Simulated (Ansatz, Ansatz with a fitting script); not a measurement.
# Mesh, cutoff and frequencies in RPA: Li3OCl (Pm-3m), part 3 of 4

How far must mesh and response cutoff go for RPA on Li3OCl (Pm-3m)?

Ansatz 0.2.0; EXX+RPA on PBEsol, plane waves, norm-conserving pseudopotentials.

So far. Step 17 (Response cutoff, 3×3×3 mesh, cutoffs to 340 eV, 892 …): Extrapolated from these cutoffs, the correlation energy is -6.30 eV per atom (fit error 0.03); such a limit moves with the range of cutoffs.

### Step 18. Bands, 3×3×3 mesh, cutoffs to 160 eV, 662 empty bands

Contents of input.yaml:

```yaml
crystal:
  lattice:
    - [3.908337, 0.0, 0.0]
    - [0.0, 3.908337, 0.0]
    - [0.0, 0.0, 3.908337]
  atoms:
    - { symbol: Li, position: [0.0, 0.5, 0.5] }
    - { symbol: Li, position: [0.5, 0.0, 0.5] }
    - { symbol: Li, position: [0.5, 0.5, 0.0] }
    - { symbol: Cl, position: [0.0, 0.0, 0.0] }
    - { symbol: O, position: [0.5, 0.5, 0.5] }
kpoints:
  mp_grid: { grid: [3, 3, 3] }
hamiltonian:
  xc: pbesol
  pseudopotentials: { kind: nc, xc_functional: pbe }
scf:
  occupations: { method: fixed }
  lower_state_search: "off"
  convergence: { dr2_threshold: 1.0e-09 }
output:
  rpa_energy:
    ecut_chi_ladder: [96, 112, 128, 144, 160]
    long_wavelength: optical_limit
    n_empty_bands: 662
basis:
  ecutwfc: 1240.0
  xc_grid: 3
```

On the command line:

```
$ ansatz run input.yaml --threads 8 --pin off --max-ram 18432MiB --backend cpu --events-out ev --progress --plain --runs-dir out
```

Numbers of over 12 decimals in the logs are rounded to 6 here.

The program printed:

```text
[...]
Crystal: 5 atoms, lattice volume = 59.700 Å³
Basis set: ecut = 1240 eV, 5887 PW (Γ), exchange–correlation on 135×135×135 points (27 copies of the dense FFT grid, shifted against one another)
Bands: 16, of which v1, the nominal top of the filled ones, is band 11 counted from 1 (10 counted from 0)
Symmetry: 48 space group operations
[...]
k-points: 4 of 27
[...]
E_c(E_cut→∞)            =       -27.487796 ± 0.326303 eV  (E_cut^-3/2 fit over 5 rungs)
[...]
( 0.0000,  0.0000,  0.3333)    0.53588     0.052079           0.052010   0.030566
    ( 0.0000,  0.3333,  0.3333)    0.75785     0.095318           0.095177   0.058732
    ( 0.3333,  0.3333,  0.3333)    0.92817     0.134180           0.133964   0.085885
  core–valence xc dropped  : E_EXX =     -1416.274614 eV   E_EXX+RPA =     -1443.762410 eV
  core–valence xc semilocal: E_EXX =     -1489.616789 eV   E_EXX+RPA =     -1517.104585 eV
[key lines of the parts left out:]
SCF converged after 9 iterations
Free energy (F): -1500.591563 eV
Fermi energy:    2.695449 eV
```

The job ended after 50 s (8 threads of Arm Neoverse N1, shared host; peak memory 3.9 GiB; 5.5 min of CPU time).

This step gave:

| Item | Value |
| --- | --- |
| exact exchange energy | -300.4546 eV |
| RPA correlation energy | -27.49 eV |

Extrapolated from these cutoffs, the correlation energy is -5.50 eV per atom (fit error 0.07); such a limit moves with the range of cutoffs.

### Step 19. Bands, 3×3×3 mesh, cutoffs to 160 eV, 695 empty bands, volume +5 %

Changes to input.yaml since step 18:

```diff
@@ -2,5 +2,5 @@
   lattice:
-    - [3.908337, 0.0, 0.0]
-    - [0.0, 3.908337, 0.0]
-    - [0.0, 0.0, 3.908337]
+    - [3.972419488, 0.0, 0.0]
+    - [0.0, 3.972419488, 0.0]
+    - [0.0, 0.0, 3.972419488]
   atoms:
@@ -24,3 +24,3 @@
     long_wavelength: optical_limit
-    n_empty_bands: 662
+    n_empty_bands: 695
 basis:
```

The program printed:

```text
[...]
Crystal: 5 atoms, lattice volume = 62.685 Å³
Basis set: ecut = 1240 eV, 6235 PW (Γ), exchange–correlation on 144×144×144 points (27 copies of the dense FFT grid, shifted against one another)
Bands: 16, of which v1, the nominal top of the filled ones, is band 11 counted from 1 (10 counted from 0)
Symmetry: 48 space group operations
[...]
k-points: 4 of 27
[...]
E_c(E_cut→∞)            =       -27.544915 ± 0.308883 eV  (E_cut^-3/2 fit over 5 rungs)
[...]
( 0.0000,  0.0000,  0.3333)    0.52723     0.051112           0.051045   0.030088
    ( 0.0000,  0.3333,  0.3333)    0.74562     0.093701           0.093564   0.057815
    ( 0.3333,  0.3333,  0.3333)    0.91320     0.131998           0.131790   0.084550
  core–valence xc dropped  : E_EXX =     -1416.250827 eV   E_EXX+RPA =     -1443.795742 eV
  core–valence xc semilocal: E_EXX =     -1489.579437 eV   E_EXX+RPA =     -1517.124352 eV
[key lines of the parts left out:]
SCF converged after 9 iterations
Free energy (F): -1500.524558 eV
Fermi energy:    2.333293 eV
```

It took 57 s on 8 threads; peak memory 4.5 GiB; 6.1 min of CPU time.

Numbers from this step:

* exact exchange energy: -299.7047 eV
* RPA correlation energy: -27.54 eV

Extrapolated from these cutoffs, the correlation energy is -5.51 eV per atom (fit error 0.06); such a limit moves with the range of cutoffs.

### Step 20. Wavefunction cutoff, 3×3×3 mesh, cutoffs to 160 eV, 274 empty bands

input.yaml, the sections that differ from step 19:

```yaml
crystal:
  lattice:
    - [3.908337, 0.0, 0.0]
    - [0.0, 3.908337, 0.0]
    - [0.0, 0.0, 3.908337]
  atoms:
    - { symbol: Li, position: [0.0, 0.5, 0.5] }
    - { symbol: Li, position: [0.5, 0.0, 0.5] }
    - { symbol: Li, position: [0.5, 0.5, 0.0] }
    - { symbol: Cl, position: [0.0, 0.0, 0.0] }
    - { symbol: O, position: [0.5, 0.5, 0.5] }
output:
  rpa_energy:
    ecut_chi_ladder: [96, 112, 128, 144, 160]
    long_wavelength: optical_limit
    n_empty_bands: 274
basis:
  ecutwfc: 868
  xc_grid: 3
# kpoints, hamiltonian, scf: as in step 19
```

The program printed:

```text
Warning: basis.ecutwfc = 868 eV is below the records' recommended 1240 eV, and the density's cutoff is lower with it unless basis.ecutrho_ratio is high enough to keep the records' density cutoff: compare with a run at a higher cutoff
[...]
Crystal: 5 atoms, lattice volume = 59.700 Å³
Basis set: ecut = 868 eV, 3431 PW (Γ), exchange–correlation on 120×120×120 points (27 copies of the dense FFT grid, shifted against one another)
[...]
E_c(E_cut→∞)            =       -27.467122 ± 0.325416 eV  (E_cut^-3/2 fit over 5 rungs)
[...]
( 0.0000,  0.0000,  0.3333)    0.53588     0.052129           0.051815   0.030584
    ( 0.0000,  0.3333,  0.3333)    0.75785     0.095393           0.094758   0.058762
    ( 0.3333,  0.3333,  0.3333)    0.92817     0.134275           0.133309   0.085926
  core–valence xc dropped  : E_EXX =     -1415.993602 eV   E_EXX+RPA =     -1443.460724 eV
  core–valence xc semilocal: E_EXX =     -1489.234900 eV   E_EXX+RPA =     -1516.702023 eV
[key lines of the parts left out:]
SCF converged after 9 iterations
Free energy (F): -1500.217021 eV
Fermi energy:    2.703154 eV
```

It took 12 s on 8 threads; peak memory 1.2 GiB; 78 s of CPU time.

This step gave:

* exact exchange energy: -300.3834 eV
* RPA correlation energy: -27.47 eV

Extrapolated from these cutoffs, the correlation energy is -5.49 eV per atom (fit error 0.07); such a limit moves with the range of cutoffs.

### Step 21. Wavefunction cutoff, 3×3×3 mesh, cutoffs to 160 eV, 288 empty bands, volume +5 %

Changes to input.yaml since step 20:

```diff
@@ -2,5 +2,5 @@
   lattice:
-    - [3.908337, 0.0, 0.0]
-    - [0.0, 3.908337, 0.0]
-    - [0.0, 0.0, 3.908337]
+    - [3.972419488, 0.0, 0.0]
+    - [0.0, 3.972419488, 0.0]
+    - [0.0, 0.0, 3.972419488]
   atoms:
@@ -24,3 +24,3 @@
     long_wavelength: optical_limit
-    n_empty_bands: 274
+    n_empty_bands: 288
 basis:
```

The program printed:

```text
[...]
Crystal: 5 atoms, lattice volume = 62.685 Å³
Basis set: ecut = 868 eV, 3743 PW (Γ), exchange–correlation on 120×120×120 points (27 copies of the dense FFT grid, shifted against one another)
Bands: 16, of which v1, the nominal top of the filled ones, is band 11 counted from 1 (10 counted from 0)
Symmetry: 48 space group operations
[...]
k-points: 4 of 27
[...]
E_c(E_cut→∞)            =       -27.524023 ± 0.308018 eV  (E_cut^-3/2 fit over 5 rungs)
[...]
( 0.0000,  0.0000,  0.3333)    0.52723     0.051165           0.050862   0.030106
    ( 0.0000,  0.3333,  0.3333)    0.74562     0.093778           0.093166   0.057845
    ( 0.3333,  0.3333,  0.3333)    0.91320     0.132096           0.131164   0.084592
  core–valence xc dropped  : E_EXX =     -1415.975632 eV   E_EXX+RPA =     -1443.499655 eV
  core–valence xc semilocal: E_EXX =     -1489.204894 eV   E_EXX+RPA =     -1516.728917 eV
[key lines of the parts left out:]
SCF converged after 9 iterations
Free energy (F): -1500.157341 eV
Fermi energy:    2.340316 eV
```

Elapsed: 13 s, on 8 threads; peak memory 1.2 GiB; 86 s of CPU time.

This step gave:

- exact exchange energy: -299.6338 eV
- RPA correlation energy: -27.52 eV

Extrapolated from these cutoffs, the correlation energy is -5.50 eV per atom (fit error 0.06); such a limit moves with the range of cutoffs.

### Step 22. Pair-density box, 3×3×3 mesh, cutoffs to 160 eV, 274 empty bands

input.yaml, the sections that differ from step 21:

```yaml
crystal:
  lattice:
    - [3.908337, 0.0, 0.0]
    - [0.0, 3.908337, 0.0]
    - [0.0, 0.0, 3.908337]
  atoms:
    - { symbol: Li, position: [0.0, 0.5, 0.5] }
    - { symbol: Li, position: [0.5, 0.0, 0.5] }
    - { symbol: Li, position: [0.5, 0.5, 0.0] }
    - { symbol: Cl, position: [0.0, 0.0, 0.0] }
    - { symbol: O, position: [0.5, 0.5, 0.5] }
output:
  rpa_energy:
    ecut_chi_ladder: [96, 112, 128, 144, 160]
    long_wavelength: optical_limit
    n_empty_bands: 274
    ecutfock_ratio: 2
basis:
  ecutwfc: 1240.0
  xc_grid: 3
# kpoints, hamiltonian, scf: as in step 21
```

The program printed:

```text
[...]
Crystal: 5 atoms, lattice volume = 59.700 Å³
Basis set: ecut = 1240 eV, 5887 PW (Γ), exchange–correlation on 135×135×135 points (27 copies of the dense FFT grid, shifted against one another)
Bands: 16, of which v1, the nominal top of the filled ones, is band 11 counted from 1 (10 counted from 0)
Symmetry: 48 space group operations
[...]
k-points: 4 of 27
[...]
E_c(E_cut→∞)            =       -27.489522 ± 0.326414 eV  (E_cut^-3/2 fit over 5 rungs)
[...]
( 0.0000,  0.0000,  0.3333)    0.53588     0.052079           0.051774   0.030566
    ( 0.0000,  0.3333,  0.3333)    0.75785     0.095318           0.094696   0.058731
    ( 0.3333,  0.3333,  0.3333)    0.92817     0.134180           0.133230   0.085883
  core–valence xc dropped  : E_EXX =     -1416.274614 eV   E_EXX+RPA =     -1443.764136 eV
  core–valence xc semilocal: E_EXX =     -1489.616789 eV   E_EXX+RPA =     -1517.106311 eV
[key lines of the parts left out:]
SCF converged after 9 iterations
Free energy (F): -1500.591563 eV
Fermi energy:    2.695449 eV
```

It took 16 s on 8 threads; peak memory 1.5 GiB.

Numbers from this step:

| Item | Value |
| --- | --- |
| exact exchange energy | -300.4546 eV |
| RPA correlation energy | -27.49 eV |

Extrapolated from these cutoffs, the correlation energy is -5.50 eV per atom (fit error 0.07); such a limit moves with the range of cutoffs.

### Step 23. Pair-density box, 3×3×3 mesh, cutoffs to 160 eV, 288 empty bands, volume +5 %

Changes to input.yaml since step 22:

```diff
@@ -2,5 +2,5 @@
   lattice:
-    - [3.908337, 0.0, 0.0]
-    - [0.0, 3.908337, 0.0]
-    - [0.0, 0.0, 3.908337]
+    - [3.972419488, 0.0, 0.0]
+    - [0.0, 3.972419488, 0.0]
+    - [0.0, 0.0, 3.972419488]
   atoms:
@@ -24,3 +24,3 @@
     long_wavelength: optical_limit
-    n_empty_bands: 274
+    n_empty_bands: 288
     ecutfock_ratio: 2
```

The program printed:

```text
[...]
Crystal: 5 atoms, lattice volume = 62.685 Å³
Basis set: ecut = 1240 eV, 6235 PW (Γ), exchange–correlation on 144×144×144 points (27 copies of the dense FFT grid, shifted against one another)
Bands: 16, of which v1, the nominal top of the filled ones, is band 11 counted from 1 (10 counted from 0)
Symmetry: 48 space group operations
[...]
k-points: 4 of 27
[...]
E_c(E_cut→∞)            =       -27.546456 ± 0.308959 eV  (E_cut^-3/2 fit over 5 rungs)
[...]
( 0.0000,  0.0000,  0.3333)    0.52723     0.051112           0.050819   0.030087
    ( 0.0000,  0.3333,  0.3333)    0.74562     0.093701           0.093101   0.057813
    ( 0.3333,  0.3333,  0.3333)    0.91320     0.131998           0.131082   0.084549
  core–valence xc dropped  : E_EXX =     -1416.250827 eV   E_EXX+RPA =     -1443.797283 eV
  core–valence xc semilocal: E_EXX =     -1489.579438 eV   E_EXX+RPA =     -1517.125894 eV
[key lines of the parts left out:]
SCF converged after 9 iterations
Free energy (F): -1500.524558 eV
Fermi energy:    2.333293 eV
```

Run time: 18 s. Hardware: 8 threads; peak memory 1.8 GiB; 2 min of CPU time.

Numbers from this step:

```
exact exchange energy  : -299.7047 eV
RPA correlation energy : -27.55 eV
```

Extrapolated from these cutoffs, the correlation energy is -5.51 eV per atom (fit error 0.06); such a limit moves with the range of cutoffs.

### Step 24. k mesh, 4×4×4 mesh, cutoffs to 160 eV, 274 empty bands

input.yaml, the sections that differ from step 23:

```yaml
crystal:
  lattice:
    - [3.908337, 0.0, 0.0]
    - [0.0, 3.908337, 0.0]
    - [0.0, 0.0, 3.908337]
  atoms:
    - { symbol: Li, position: [0.0, 0.5, 0.5] }
    - { symbol: Li, position: [0.5, 0.0, 0.5] }
    - { symbol: Li, position: [0.5, 0.5, 0.0] }
    - { symbol: Cl, position: [0.0, 0.0, 0.0] }
    - { symbol: O, position: [0.5, 0.5, 0.5] }
kpoints:
  mp_grid: { grid: [4, 4, 4] }
output:
  rpa_energy:
    ecut_chi_ladder: [96, 112, 128, 144, 160]
    long_wavelength: optical_limit
    n_empty_bands: 274
# hamiltonian, scf, basis: as in step 23
```

The program printed:

```text
[...]
Crystal: 5 atoms, lattice volume = 59.700 Å³
Basis set: ecut = 1240 eV, 5887 PW (Γ), exchange–correlation on 135×135×135 points (27 copies of the dense FFT grid, shifted against one another)
Bands: 16, of which v1, the nominal top of the filled ones, is band 11 counted from 1 (10 counted from 0)
Symmetry: 48 space group operations
[...]
k-points: 10 of 64
[...]
( 0.2500,  0.2500,  0.2500)    0.69613     0.082388           0.081859   0.050187
    ( 0.0000,  0.0000,  0.5000)    0.80382     0.107249           0.106533   0.066413
    ( 0.0000,  0.2500,  0.5000)    0.89870     0.127827           0.126924   0.080990
    ( 0.2500,  0.2500,  0.5000)    0.98447     0.147936           0.146842   0.095639
  core–valence xc dropped  : E_EXX =     -1416.277401 eV   E_EXX+RPA =     -1443.788158 eV
  core–valence xc semilocal: E_EXX =     -1489.618921 eV   E_EXX+RPA =     -1517.129678 eV
[key lines of the parts left out:]
SCF converged after 9 iterations
Free energy (F): -1500.600655 eV
Fermi energy:    2.832202 eV
```

Run time: 66 s. Hardware: 8 threads; peak memory 2.4 GiB.

Numbers from this step:

```
exact exchange energy  : -300.4314 eV
RPA correlation energy : -27.51 eV
```

Extrapolated from these cutoffs, the correlation energy is -5.50 eV per atom (fit error 0.06); such a limit moves with the range of cutoffs.

### Step 25. k mesh, 4×4×4 mesh, cutoffs to 160 eV, 288 empty bands, volume +5 %

Changes to input.yaml since step 24:

```diff
@@ -2,5 +2,5 @@
   lattice:
-    - [3.908337, 0.0, 0.0]
-    - [0.0, 3.908337, 0.0]
-    - [0.0, 0.0, 3.908337]
+    - [3.972419488, 0.0, 0.0]
+    - [0.0, 3.972419488, 0.0]
+    - [0.0, 0.0, 3.972419488]
   atoms:
@@ -24,3 +24,3 @@
     long_wavelength: optical_limit
-    n_empty_bands: 274
+    n_empty_bands: 288
 basis:
```

The program printed:

```text
[...]
Crystal: 5 atoms, lattice volume = 62.685 Å³
Basis set: ecut = 1240 eV, 6235 PW (Γ), exchange–correlation on 144×144×144 points (27 copies of the dense FFT grid, shifted against one another)
Bands: 16, of which v1, the nominal top of the filled ones, is band 11 counted from 1 (10 counted from 0)
Symmetry: 48 space group operations
[...]
k-points: 10 of 64
[...]
( 0.2500,  0.2500,  0.2500)    0.68490     0.080941           0.080436   0.049400
    ( 0.0000,  0.0000,  0.5000)    0.79085     0.105425           0.104742   0.065372
    ( 0.0000,  0.2500,  0.5000)    0.88420     0.125741           0.124879   0.079741
    ( 0.2500,  0.2500,  0.5000)    0.96859     0.145576           0.144531   0.094176
  core–valence xc dropped  : E_EXX =     -1416.252996 eV   E_EXX+RPA =     -1443.725132 eV
  core–valence xc semilocal: E_EXX =     -1489.581058 eV   E_EXX+RPA =     -1517.053193 eV
[key lines of the parts left out:]
SCF converged after 9 iterations
Free energy (F): -1500.532438 eV
Fermi energy:    2.459012 eV
```

It took 71 s on 8 threads; peak memory 2.6 GiB.

Numbers from this step:

* exact exchange energy: -299.6836 eV
* RPA correlation energy: -27.47 eV

Extrapolated from these cutoffs, the correlation energy is -5.49 eV per atom (fit error 0.06); such a limit moves with the range of cutoffs.

### Step 26. Wavefunction cutoff, 3×3×3 mesh, cutoffs to 160 eV, 274 empty bands

input.yaml, the sections that differ from step 25:

```yaml
crystal:
  lattice:
    - [3.908337, 0.0, 0.0]
    - [0.0, 3.908337, 0.0]
    - [0.0, 0.0, 3.908337]
  atoms:
    - { symbol: Li, position: [0.0, 0.5, 0.5] }
    - { symbol: Li, position: [0.5, 0.0, 0.5] }
    - { symbol: Li, position: [0.5, 0.5, 0.0] }
    - { symbol: Cl, position: [0.0, 0.0, 0.0] }
    - { symbol: O, position: [0.5, 0.5, 0.5] }
kpoints:
  mp_grid: { grid: [3, 3, 3] }
output:
  rpa_energy:
    ecut_chi_ladder: [96, 112, 128, 144, 160]
    long_wavelength: optical_limit
    n_empty_bands: 274
basis:
  ecutwfc: 1612
  xc_grid: 3
# hamiltonian, scf: as in step 25
```

The program printed:

```text
[...]
Crystal: 5 atoms, lattice volume = 59.700 Å³
Basis set: ecut = 1612 eV, 8733 PW (Γ), exchange–correlation on 162×162×162 points (27 copies of the dense FFT grid, shifted against one another)
Bands: 16, of which v1, the nominal top of the filled ones, is band 11 counted from 1 (10 counted from 0)
Symmetry: 48 space group operations
[...]
k-points: 4 of 27
[...]
E_c(E_cut→∞)            =       -27.489458 ± 0.326404 eV  (E_cut^-3/2 fit over 5 rungs)
[...]
( 0.0000,  0.0000,  0.3333)    0.53588     0.052079           0.051774   0.030566
    ( 0.0000,  0.3333,  0.3333)    0.75785     0.095318           0.094696   0.058731
    ( 0.3333,  0.3333,  0.3333)    0.92817     0.134179           0.133230   0.085883
  core–valence xc dropped  : E_EXX =     -1416.277002 eV   E_EXX+RPA =     -1443.766460 eV
  core–valence xc semilocal: E_EXX =     -1489.617736 eV   E_EXX+RPA =     -1517.107194 eV
[key lines of the parts left out:]
SCF converged after 9 iterations
Free energy (F): -1500.592812 eV
Fermi energy:    2.695462 eV
```

The job ended after 22 s (8 threads; peak memory 1.9 GiB; 2.6 min of CPU time).

Numbers from this step:

| Quantity | Value |
| --- | --- |
| exact exchange energy | -300.4552 eV |
| RPA correlation energy | -27.49 eV |

Extrapolated from these cutoffs, the correlation energy is -5.50 eV per atom (fit error 0.07); such a limit moves with the range of cutoffs.

### Step 27. Wavefunction cutoff, 3×3×3 mesh, cutoffs to 160 eV, 288 empty bands, volume +5 %

Changes to input.yaml since step 26:

```diff
@@ -2,5 +2,5 @@
   lattice:
-    - [3.908337, 0.0, 0.0]
-    - [0.0, 3.908337, 0.0]
-    - [0.0, 0.0, 3.908337]
+    - [3.972419488, 0.0, 0.0]
+    - [0.0, 3.972419488, 0.0]
+    - [0.0, 0.0, 3.972419488]
   atoms:
@@ -24,3 +24,3 @@
     long_wavelength: optical_limit
-    n_empty_bands: 274
+    n_empty_bands: 288
 basis:
```

The program printed:

```text
[...]
Crystal: 5 atoms, lattice volume = 62.685 Å³
Basis set: ecut = 1612 eV, 9171 PW (Γ), exchange–correlation on 162×162×162 points (27 copies of the dense FFT grid, shifted against one another)
Bands: 16, of which v1, the nominal top of the filled ones, is band 11 counted from 1 (10 counted from 0)
Symmetry: 48 space group operations
[...]
k-points: 4 of 27
[...]
E_c(E_cut→∞)            =       -27.546480 ± 0.308963 eV  (E_cut^-3/2 fit over 5 rungs)
[...]
( 0.0000,  0.0000,  0.3333)    0.52723     0.051112           0.050819   0.030087
    ( 0.0000,  0.3333,  0.3333)    0.74562     0.093701           0.093101   0.057813
    ( 0.3333,  0.3333,  0.3333)    0.91320     0.131998           0.131082   0.084549
  core–valence xc dropped  : E_EXX =     -1416.253201 eV   E_EXX+RPA =     -1443.799681 eV
  core–valence xc semilocal: E_EXX =     -1489.580393 eV   E_EXX+RPA =     -1517.126874 eV
[key lines of the parts left out:]
SCF converged after 9 iterations
Free energy (F): -1500.525807 eV
Fermi energy:    2.333307 eV
```

Elapsed: 24 s, on 8 threads; peak memory 2.1 GiB; 2.8 min of CPU time.

Numbers from this step:

| Item | Value |
| --- | --- |
| exact exchange energy | -299.7052 eV |
| RPA correlation energy | -27.55 eV |

Extrapolated from these cutoffs, the correlation energy is -5.51 eV per atom (fit error 0.06); such a limit moves with the range of cutoffs.

(Continued in part 4 of 4.)

[Paths, hosts, dates, memory and timing lines, banners, echoed tables and standing remarks are left out of the program output.]

[Logs are printed without paths, hosts, clocks, repeated set-up lines and the standing remarks that a program may print on its own settings, such as how far it seeks lower states.]

[Runs of the session that timed out or met a known fault of the program may be left out.]

[Hosts, paths, dates, database ids (printed as entryN), source tags and the programs' standing remarks are cut or masked in the printed files.]
